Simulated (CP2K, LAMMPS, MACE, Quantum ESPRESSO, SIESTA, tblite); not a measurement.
# Pressure against volume in amorphous 73P2O5-20PbO-7Al2O3 (mol %) (88 atoms), QE, PBE

Density of this cell: 3.05 g/cm³. The cell holds 88 atoms: 22 P, 3 Pb, 2 Al and 61 O. Cell: a = 10.825 Å, b = 10.825 Å, c = 10.825 Å, α = 90.0°, β = 90.0°, γ = 90.0°. 88 atoms (22 P, 3 Sr, 2 Al, 61 O) placed at random at 2.63 g/cm³, melted at 5000 K for 10 ps at fixed volume with the Morse and Coulomb pair potential with partial charges (Pedone, Malavasi, Menziani, Cormack and Segre, J. Phys. Chem. B 110, 11780 (2006)). Quenched from 5000 K to 300 K at 10 K/ps and fixed volume, held 10 ps at zero pressure, then minimised at fixed cell. Then Sr was replaced by Pb and the cell scaled by 1.008 (the potential has no terms for the new elements, so the cell is a start for a DFT relaxation). Then the atoms were relaxed with MACE MP-0b3 medium in the fixed cell.

Calculated with Quantum ESPRESSO 7.5: PBE; plane waves, SSSP efficiency, 60/480 Ry; k-points Γ. The unchanged cell has V0 = 14.413 Å³ an atom and P0 = -0.178 GPa. It is scaled evenly, and MACE MP-0b3 medium relaxes the atoms at each volume before the single point.

| volume (Å³/atom) | pressure (GPa) |
| --- | --- |
| 13.548 | 1.948 |
| 13.981 | 0.805 |
| 14.845 | -0.5807 |
| 15.278 | ? |

Task: Fit a second-order expansion in ln V to the rows given and extrapolate to the withheld row.

**Working.**

To second order in u = ln(V/V0), P = P0 − B u + ½ B B′ u², with B the bulk modulus at V0 and B′ its pressure derivative. So v = (P − P0)/u is a line in u, with intercept −B and slope ½ B B′.

```
         u   v (GPa)
-0.0618754  -34.3594
-0.0304592  -32.2628
 0.0295588  -13.6338
```

With n = 3: mean u = -0.0209253, mean v = -26.7520, Σ(u − ū)² = 0.0043165, Σ(u − ū)(v − v̄) = 1.0263. Slope b = 1.0263 / 0.0043165 = 237.77; intercept a = v̄ − b ū = -21.777.

So B = 21.8 GPa and B′ = 2b/B = 22. At the withheld volume u = 0.05827, v = a + b u = -7.922 GPa, and P = P0 + u v.

Prediction at 15.278: -0.6393 GPa. The run gave -1.222 GPa, so the fit is high by 0.58 GPa (48 % of the value).

B′ = 22 rests on three points, and the miss at the fourth puts it in doubt. Among the rows given, the largest miss of the fit is at 13.548, by 0.13 GPa (4.2 % of the range of the table).

Limits: Static cells at zero temperature, with the cell shape held. The atoms follow MACE MP-0b3 medium, not this level's own minimum.

[Logs are printed without paths, hosts, clocks, repeated set-up lines and the standing remarks that a program may print on its own settings, such as how far it seeks lower states.]

[Hosts, paths, dates, database ids (printed as entryN), source tags and the programs' standing remarks are cut or masked in the printed files.]
